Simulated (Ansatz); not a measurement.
# Squeezing and shearing glassy 43SiO2-23Al2O3-34BaO (mol %) (109 atoms), part 2 of 3

Aim: relax glassy 43SiO2-23Al2O3-34BaO (mol %) (109 atoms), then change its volume and shape to read moduli from the stress.

Ansatz 0.2.0; Kohn-Sham DFT, PBE, PAW (set soft_2), plane waves.

The cell: 15 Si, 16 Al, 12 Ba and 66 O. The quench rate of 50 K/ps is orders of magnitude faster than experiment. The network of bonds at the start is that of the classical potential that made the cell. The Brillouin zone is sampled at Γ only. No spin–orbit coupling is included.

So far. Step 2 (Single point at the start): The r.m.s. force at the start is 1.3 eV/Å. Step 3 (Cell and atoms relaxed): The relaxation converged after 18 steps, with a largest force component of 0.023 eV/Å.

### Step 4. Single point at the relaxed geometry

One more single point at the end of the walk gives the fuller output and checks the residual forces.

File input.yaml:

```yaml
crystal:
  lattice:
    - [11.91665, 0.13407, 0.16057]
    - [0.13407, 11.84578, -0.08808]
    - [0.16057, -0.08808, 11.52434]
  atoms:
    - { symbol: Si, position: [0.7833, 0.19859, 0.28911] }
    - { symbol: Si, position: [0.82336, 0.79685, 0.02559] }
    - { symbol: Si, position: [0.22972, 0.08921, 0.07292] }
    - { symbol: Si, position: [0.61067, 0.82802, 0.88314] }
    - { symbol: Si, position: [0.57197, 0.0998, 0.18737] }
    - { symbol: Si, position: [0.41651, 0.20227, 0.37056] }
    [... 97 atom lines left out ...]
    - { symbol: O, position: [0.08118, 0.22222, 0.53298] }
    - { symbol: O, position: [0.98153, 0.45625, 0.90211] }
    - { symbol: O, position: [0.30796, 0.20132, 0.10258] }
    - { symbol: O, position: [0.25941, 0.78671, 0.39039] }
    - { symbol: O, position: [0.47398, 0.06085, 0.61766] }
    - { symbol: O, position: [0.19146, 0.3632, 0.89219] }
kpoints:
  mp_grid: { grid: [1, 1, 1] }
hamiltonian:
  xc: pbe
scf:
  occupations: { method: fixed }
output:
  forces: true
  stress: true
  populations: true
  dos:
    method: { smearing: { sigma: 0.08 } }
    de: 0.1
    projected: { site_lists: { Al: [Al], Ba: [Ba], O: [O], Si: [Si] } }
  eigenvalues: true
  write_density: true
  write_potential: true
  volumetric_format: npy
```

Run with:

```sh
$ ansatz run input.yaml --threads 4 --pin off --max-ram 8192MiB --backend cpu --events-out ev --progress --plain --runs-dir out
```

Numbers of over 12 decimals in the logs are rounded to 6 here.

Output:

```text
[...]
Crystal: 109 atoms, lattice volume = 1626.190 Å³
Basis set: ecut = 420 eV, 31799 PW (Γ), exchange–correlation on 160×160×160 points (8 copies of the dense FFT grid, shifted against one another)
Bands: 421, of which v1, the nominal top of the filled ones, is band 312 counted from 1 (311 counted from 0)
Symmetry: 1 space group operations
[...]
k-points: 1
[...]
SCF iter   1: F=—  HF=-127133.502517 eV  |F-HF|=—  |Δ(HF+E_count)|=         —  Δρ=1.87e-3  dr2=7.43e-2  ethr=1.77e-3  ⟨swp⟩=5.0  Hψ=1613  notcnv=0  defer=104
[...]
SCF iter   9: F=-127133.508197 eV  HF=-127133.508197 eV  |F-HF|=2.39e-8  |Δ(HF+E_count)|=   2.24e-7  Δρ=1.64e-6  dr2=4.45e-8  ethr=1.60e-11  ⟨swp⟩=27.0  Hψ=4434  notcnv=0
SCF 1 converged in 9 iterations: F = -127133.508197 eV  dr2 = 4.45e-8
[...]
SCF converged after 9 iterations
Free energy (F): -127133.508197 eV
[...]
Internal energy: -127133.508197 eV  (E = F + TS)
E sigma→0 (E₀):  -127133.508197 eV
Fermi energy:    5.117250 eV
[...]
--- Forces (eV/Å), atoms counted from 1 ---
  atom   1  Si     0.00750732    -0.00610615     0.00370318
  atom   2  Si    -0.01003321     0.02015054     0.00844370
  atom   3  Si    -0.00877150     0.00490678     0.01197995
  atom   4  Si    -0.00801885     0.01154936     0.00631169
  atom   5  Si     0.00429725     0.00332352     0.00346473
  atom   6  Si    -0.00843779     0.00613187     0.01419842
  atom   7  Si    -0.00374567    -0.00575266     0.00707101
  atom   8  Si     0.00372397     0.00313517     0.00899524
  atom   9  Si     0.01741115    -0.00208306    -0.00351249
  atom  10  Si    -0.00476919    -0.01148133     0.00266801
  atom  11  Si    -0.00364439    -0.00154768    -0.00180803
  atom  12  Si    -0.00182981    -0.01329113    -0.01649810
  atom  13  Si     0.00354560     0.00843991     0.00339808
  atom  14  Si     0.00242223    -0.00543718    -0.00367829
[...]
atom 108  O      0.00152231    -0.00112175     0.00445750
  atom 109  O     -0.00163547    -0.00186723    -0.00274165
  max |Σ_I F_I| component: 9.30e-5 eV/Å
--- Stress (GPa, compression-positive) ---
        0.031798       0.005088       0.009845
        0.005089       0.026664      -0.004689
        0.009841      -0.004692      -0.008654
  P = ⅓ Tr σ = 0.0166 GPa (0.166 kbar)
--- Band table (eV) ---
[...]
--- Löwdin populations: 109 sites ---
  site symbol       q [e]
     0     Si      2.3095
     1     Si      2.3332
     2     Si      2.3480
[...]
108      O      6.7901
  spilling = 0.012749 (of n_electrons = 624.000000)
```

Elapsed: 38 s, on 4 threads of Arm Neoverse V1, shared host; peak memory 2.2 GiB; 2.4 min of CPU time.

Numbers from this run:

```yaml
free_energy: -127133.5082 eV
free_energy_per_atom: -1166.3625 eV/atom
scf_cycles: 9
pressure: 0.0166 GPa
r_m_s_force_component: 0.00696 eV/Å
longest_force: 0.02997 eV/Å
fermi_energy: 5.117 eV
spacing_of_highest_filled_and_lowest_empty_level: 3.604 eV
spilling_of_the_projection: 0.01275
```

### Step 5. Volume -3 %

The relaxed cell is scaled evenly and the atoms are relaxed again; the stress at the end gives one point of P(V).

input.yaml, the sections that differ from step 4:

```yaml
crystal:
  lattice:
    - [11.79627, 0.13272, 0.15895]
    - [0.13272, 11.72612, -0.08719]
    - [0.15895, -0.08719, 11.40792]
  atoms:
    [... the 109 atom lines of step 4 ...]
output:
  forces: true
  eigenvalues: true
  stress: true
relax:
  f_tol: 0.05
  max_steps: 70
# kpoints, hamiltonian, scf: as in step 4
```

Output:

```text
Warning: output.stress: scf.convergence.dr2_threshold = 1e-7 eV (the SCF's general default) is looser than the 1.08e-8 eV advised for a printed stress (1e-10 eV for each atom of the cell: 109, of which 108 are counted). What an SCF threshold leaves in a stress goes as its square root, and in the free energy as the threshold itself, and one threshold admits the most on a small cell: [...]
[...]
Crystal: 109 atoms, lattice volume = 1577.404 Å³
Basis set: ecut = 420 eV, 30793 PW (Γ), exchange–correlation on 160×160×160 points (8 copies of the dense FFT grid, shifted against one another)
Bands: 421, of which v1, the nominal top of the filled ones, is band 312 counted from 1 (311 counted from 0)
Symmetry: 1 space group operations
[...]
k-points: 1
[...]
SCF iter   1: F=—  HF=-127132.860575 eV  |F-HF|=—  |Δ(HF+E_count)|=         —  Δρ=1.94e-3  dr2=7.62e-2  ethr=1.77e-3  ⟨swp⟩=5.0  Hψ=1613  notcnv=0  defer=103
[...]
SCF iter   5: F=—  HF=-127132.864619 eV  |F-HF|=—  |Δ(HF+E_count)|=   1.02e-4  Δρ=1.03e-4  dr2=1.46e-4  ethr=6.05e-8  ⟨swp⟩=2.0  Hψ=556  notcnv=0  defer=107
SCF iter   6: F=-127132.864621 eV  HF=-127132.864620 eV  |F-HF|=1.34e-6  |Δ(HF+E_count)|=   4.73e-7  Δρ=2.91e-5  dr2=1.43e-5  ethr=1.00e-8  ⟨swp⟩=20.0  Hψ=3643  notcnv=0
SCF 1 converged in 6 iterations: F = -127132.864621 eV  dr2 = 1.43e-5
[...]
relax step   1: F+E_penalty+E_count = -127132.86462101 eV  Δ(F+E_penalty+E_count) = +0.000e0 eV  max|allowed force component| = 5.981e-1 eV/Å  Δτ_max = 0.0000 Å  (6 SCF iters, dr2 threshold 6.25e-5 eV, accepted)
[...]
relax step   2: F+E_penalty+E_count = -127132.96154119 eV  Δ(F+E_penalty+E_count) = -9.692e-2 eV  max|allowed force component| = 4.023e-1 eV/Å  Δτ_max = 0.1244 Å  (7 SCF iters, dr2 threshold 2.24e-5 eV, accepted)
[...]
relax step   3: F+E_penalty+E_count = -127133.12808213 eV  Δ(F+E_penalty+E_count) = -1.665e-1 eV  max|allowed force component| = 1.897e-1 eV/Å  Δτ_max = 0.0783 Å  (6 SCF iters, dr2 threshold 1.01e-5 eV, accepted)
relax step   4: F+E_penalty+E_count = -127133.02785087 eV  Δ(F+E_penalty+E_count) = +1.002e-1 eV  max|allowed force component| = 5.893e-1 eV/Å  Δτ_max = 0.2000 Å  (8 SCF iters, dr2 threshold 8.00e-6 eV, rejected (line search))
relax step   5: F+E_penalty+E_count = -127133.21216769 eV  Δ(F+E_penalty+E_count) = -8.409e-2 eV  max|allowed force component| = 7.749e-2 eV/Å  Δτ_max = 0.0974 Å  (10 SCF iters, accepted)
relax step   6: F+E_penalty+E_count = -127133.22501790 eV  Δ(F+E_penalty+E_count) = -1.285e-2 eV  max|allowed force component| = 1.322e-1 eV/Å  Δτ_max = 0.1000 Å  (9 SCF iters, accepted)
relax step   7: F+E_penalty+E_count = -127133.23142406 eV  Δ(F+E_penalty+E_count) = -6.406e-3 eV  max|allowed force component| = 3.928e-2 eV/Å  Δτ_max = 0.0184 Å  (6 SCF iters, dr2 threshold 2.92e-6 eV, accepted)
[...]
relax step   8: F+E_penalty+E_count = -127133.23142448 eV  Δ(F+E_penalty+E_count) = -4.116e-7 eV  max|allowed force component| = 3.930e-2 eV/Å  Δτ_max = 0.0000 Å  (4 SCF iters, accepted)
SCF converged after 4 iterations
Free energy (F): -127133.231424 eV
[...]
Internal energy: -127133.231424 eV  (E = F + TS)
E sigma→0 (E₀):  -127133.231424 eV
Fermi energy:    5.425910 eV
[...]
Σ components = -127133.231424   (vs F -127133.231424, Δ=0.00e0)
--- Forces (eV/Å), atoms counted from 1 ---
  atom   1  Si    -0.00690790     0.00780269     0.01193534
  atom   2  Si    -0.03042171     0.00079142    -0.01130778
  atom   3  Si     0.01750971     0.01456530     0.02457333
  atom   4  Si     0.00788401     0.00163982    -0.00019323
[...]
atom 109  O      0.02199023     0.01605141    -0.00998418
  max |Σ_I F_I| component: 2.21e-4 eV/Å
--- Stress (GPa, compression-positive) ---
        1.501136       0.290310      -0.019041
        0.290306       1.590595      -0.026392
       -0.019044      -0.026394       2.110851
  P = ⅓ Tr σ = 1.7342 GPa (17.342 kbar)
--- Band table (eV) ---
[...]
--- Relaxed structure (8 steps of the walk, 7 accepted, 0 SCFs on fresh bases) ---
  F+E_penalty+E_count = -127133.23142448 eV   max|allowed force component| = 3.930e-2 eV/Å
  atoms:
    - { symbol: Si, position: [0.780800, 0.200120, 0.291503] }
    - { symbol: Si, position: [0.821318, 0.798092, 0.026390] }
    - { symbol: Si, position: [0.229436, 0.091711, 0.075053] }
    - { symbol: Si, position: [0.608235, 0.829409, 0.881185] }
[...]
- { symbol: O, position: [0.192729, 0.362810, 0.894642] }
```

Elapsed: 3.3 min, on 4 threads; peak memory 2.2 GiB; 13 min of CPU time.

The program notes that the SCF threshold is loose for the stress.

The relaxation converged after 8 steps, 0.367 eV below its start, with a largest force component of 0.039 eV/Å.

Volume -3 %: the energy stands 0.277 eV above that of the reference, at a pressure of 1.73 GPa.

### Step 6. Volume +3 %

The relaxed cell is scaled to another volume.

Input and log are left out; they have the form of those shown for this kind of step.

Run time: 5.2 min. Hardware: 4 threads of Arm Neoverse V1, shared host; peak memory 2.3 GiB; 20 min of CPU time.

The relaxation converged after 11 steps, 0.334 eV below its start, with a largest force component of 0.025 eV/Å.

Volume +3 %: the energy stands 0.235 eV above that of the reference, at a pressure of -1.53 GPa.

### Step 7. Volume -6 %

The relaxed cell is scaled to another volume.

Input and log are left out; they have the form of those shown for this kind of step.

It took 4.6 min on 4 threads of Arm Neoverse V1, shared host; peak memory 2.1 GiB.

The relaxation converged after 11 steps, 1.60 eV below its start, with a largest force component of 0.045 eV/Å.

Volume -6 %: the energy stands 1.06 eV above that of the reference, at a pressure of 3.58 GPa.

### Step 8. Volume +6 %

The relaxed cell is scaled to another volume.

input.yaml, the sections that differ from step 5:

```yaml
crystal:
  lattice:
    - [12.15037, 0.1367, 0.16372]
    - [0.1367, 12.07811, -0.08981]
    - [0.16372, -0.08981, 11.75036]
  atoms:
    [... the 109 atom lines of step 4 ...]
# kpoints, hamiltonian, scf, output, relax: as in step 5
```

Output:

```text
[...]
Crystal: 109 atoms, lattice volume = 1723.761 Å³
Basis set: ecut = 420 eV, 33691 PW (Γ), exchange–correlation on 180×162×160 points (8 copies of the dense FFT grid, shifted against one another)
Bands: 421, of which v1, the nominal top of the filled ones, is band 312 counted from 1 (311 counted from 0)
Symmetry: 1 space group operations
[...]
k-points: 1
[...]
SCF iter   1: F=—  HF=-127131.348125 eV  |F-HF|=—  |Δ(HF+E_count)|=         —  Δρ=1.82e-3  dr2=7.55e-2  ethr=1.77e-3  ⟨swp⟩=5.0  Hψ=1527  notcnv=0  defer=104
[...]
SCF iter   5: F=—  HF=-127131.352892 eV  |F-HF|=—  |Δ(HF+E_count)|=   7.87e-5  Δρ=1.06e-4  dr2=1.82e-4  ethr=8.31e-8  ⟨swp⟩=2.0  Hψ=581  notcnv=0  defer=107
SCF iter   6: F=-127131.352901 eV  HF=-127131.352903 eV  |F-HF|=2.02e-6  |Δ(HF+E_count)|=   1.14e-5  Δρ=3.70e-5  dr2=2.50e-5  ethr=1.00e-8  ⟨swp⟩=20.0  Hψ=3292  notcnv=0
SCF 1 converged in 6 iterations: F = -127131.352901 eV  dr2 = 2.50e-5
[...]
relax step   1: F+E_penalty+E_count = -127131.35290090 eV  Δ(F+E_penalty+E_count) = +0.000e0 eV  max|allowed force component| = 9.892e-1 eV/Å  Δτ_max = 0.0000 Å  (6 SCF iters, dr2 threshold 6.25e-5 eV, accepted)
[...]
relax step   2: F+E_penalty+E_count = -127131.84202681 eV  Δ(F+E_penalty+E_count) = -4.891e-1 eV  max|allowed force component| = 6.334e-1 eV/Å  Δτ_max = 0.1916 Å  (7 SCF iters, dr2 threshold 6.12e-5 eV, accepted)
[...]
relax step   3: F+E_penalty+E_count = -127132.28426185 eV  Δ(F+E_penalty+E_count) = -4.422e-1 eV  max|allowed force component| = 3.412e-1 eV/Å  Δτ_max = 0.1100 Å  (7 SCF iters, dr2 threshold 2.51e-5 eV, accepted)
relax step   4: F+E_penalty+E_count = -127132.46990332 eV  Δ(F+E_penalty+E_count) = -1.856e-1 eV  max|allowed force component| = 7.254e-1 eV/Å  Δτ_max = 0.2000 Å  (7 SCF iters, dr2 threshold 3.38e-5 eV, accepted)
relax step   5: F+E_penalty+E_count = -127132.53797936 eV  Δ(F+E_penalty+E_count) = -6.808e-2 eV  max|allowed force component| = 2.167e-1 eV/Å  Δτ_max = 0.0645 Å  (5 SCF iters, dr2 threshold 1.00e-4 eV, accepted)
relax step   6: F+E_penalty+E_count = -127132.53834887 eV  Δ(F+E_penalty+E_count) = -3.695e-4 eV  max|allowed force component| = 2.780e-1 eV/Å  Δτ_max = 0.2000 Å  (9 SCF iters, dr2 threshold 4.19e-6 eV, accepted)
relax step   7: F+E_penalty+E_count = -127132.58453862 eV  Δ(F+E_penalty+E_count) = -4.619e-2 eV  max|allowed force component| = 8.901e-2 eV/Å  Δτ_max = 0.1004 Å  (7 SCF iters, dr2 threshold 6.90e-6 eV, accepted)
relax step   8: F+E_penalty+E_count = -127132.61824963 eV  Δ(F+E_penalty+E_count) = -3.371e-2 eV  max|allowed force component| = 1.417e-1 eV/Å  Δτ_max = 0.2000 Å  (10 SCF iters, accepted)
relax step   9: F+E_penalty+E_count = -127132.61511799 eV  Δ(F+E_penalty+E_count) = +3.132e-3 eV  max|allowed force component| = 5.057e-1 eV/Å  Δτ_max = 0.1826 Å  (9 SCF iters, rejected (line search))
relax step  10: F+E_penalty+E_count = -127132.64339201 eV  Δ(F+E_penalty+E_count) = -2.514e-2 eV  max|allowed force component| = 9.506e-2 eV/Å  Δτ_max = 0.0913 Å  (9 SCF iters, accepted)
relax step  11: F+E_penalty+E_count = -127132.65999644 eV  Δ(F+E_penalty+E_count) = -1.660e-2 eV  max|allowed force component| = 3.989e-2 eV/Å  Δτ_max = 0.1000 Å  (7 SCF iters, dr2 threshold 4.07e-6 eV, accepted)
relax step  12: F+E_penalty+E_count = -127132.65999660 eV  Δ(F+E_penalty+E_count) = -1.638e-7 eV  max|allowed force component| = 3.989e-2 eV/Å  Δτ_max = 0.0000 Å  (4 SCF iters, accepted)
relax step  13: F+E_penalty+E_count = -127132.66045228 eV  Δ(F+E_penalty+E_count) = -4.557e-4 eV  max|allowed force component| = 8.143e-2 eV/Å  Δτ_max = 0.0633 Å  (9 SCF iters, accepted)
relax step  14: F+E_penalty+E_count = -127132.65428011 eV  Δ(F+E_penalty+E_count) = +6.172e-3 eV  max|allowed force component| = 1.208e-1 eV/Å  Δτ_max = 0.1486 Å  (7 SCF iters, dr2 threshold 6.63e-6 eV, rejected (line search))
relax step  15: F+E_penalty+E_count = -127132.66374408 eV  Δ(F+E_penalty+E_count) = -3.292e-3 eV  max|allowed force component| = 7.392e-2 eV/Å  Δτ_max = 0.0314 Å  (9 SCF iters, accepted)
relax step  16: F+E_penalty+E_count = -127132.66494661 eV  Δ(F+E_penalty+E_count) = -1.203e-3 eV  max|allowed force component| = 1.981e-2 eV/Å  Δτ_max = 0.0133 Å  (5 SCF iters, dr2 threshold 4.50e-6 eV, accepted)
[...]
relax step  17: F+E_penalty+E_count = -127132.66494868 eV  Δ(F+E_penalty+E_count) = -2.068e-6 eV  max|allowed force component| = 1.991e-2 eV/Å  Δτ_max = 0.0000 Å  (5 SCF iters, accepted)
SCF converged after 5 iterations
Free energy (F): -127132.664949 eV
[...]
Internal energy: -127132.664949 eV  (E = F + TS)
E sigma→0 (E₀):  -127132.664949 eV
Fermi energy:    4.479217 eV
[...]
Σ components = -127132.664949   (vs F -127132.664949, Δ=0.00e0)
--- Forces (eV/Å), atoms counted from 1 ---
  atom   1  Si    -0.00026338     0.01266769     0.00567369
  atom   2  Si    -0.00865474     0.01686317    -0.00984729
  atom   3  Si    -0.00126625    -0.00216536    -0.00913319
  atom   4  Si    -0.00057337     0.00767640    -0.00451534
[...]
atom 109  O     -0.00844418    -0.00020728     0.00029082
  max |Σ_I F_I| component: 1.01e-4 eV/Å
--- Stress (GPa, compression-positive) ---
       -2.556964      -0.288089       0.184555
       -0.288088      -1.905261      -0.294401
        0.184553      -0.294402      -3.376598
  P = ⅓ Tr σ = -2.6129 GPa (-26.129 kbar)
--- Band table (eV) ---
[...]
--- Relaxed structure (17 steps of the walk, 15 accepted, 0 SCFs on fresh bases) ---
  F+E_penalty+E_count = -127132.66494868 eV   max|allowed force component| = 1.991e-2 eV/Å
  atoms:
    - { symbol: Si, position: [0.786679, 0.196034, 0.283275] }
    - { symbol: Si, position: [0.827074, 0.786532, 0.028047] }
    - { symbol: Si, position: [0.230016, 0.088738, 0.064844] }
    - { symbol: Si, position: [0.618451, 0.820571, 0.887797] }
[...]
- { symbol: O, position: [0.188002, 0.364271, 0.882612] }
```

Wall time 8 min (4 threads); peak memory 2.4 GiB; 31 min of CPU time.

The relaxation converged after 17 steps, 1.31 eV below its start, with a largest force component of 0.020 eV/Å.

Volume +6 %: the energy stands 0.843 eV above that of the reference, at a pressure of -2.61 GPa.

### Step 9. Volume -10 %

The relaxed cell is scaled to another volume.

Input and log are left out; they have the form of those shown for this kind of step.

Wall time 6.1 min (4 threads of Arm Neoverse V1, shared host); peak memory 2 GiB; 24 min of CPU time.

The relaxation converged after 14 steps, 4.93 eV below its start, with a largest force component of 0.026 eV/Å.

Volume -10 %: the energy stands 3.04 eV above that of the reference, at a pressure of 6.21 GPa.

[end of part 2 of 3]

[Logs are printed without paths, hosts, clocks, repeated set-up lines and the standing remarks that a program may print on its own settings, such as how far it seeks lower states.]

[Hosts, paths, dates, database ids (printed as entryN), source tags and the programs' standing remarks are cut or masked in the printed files.]
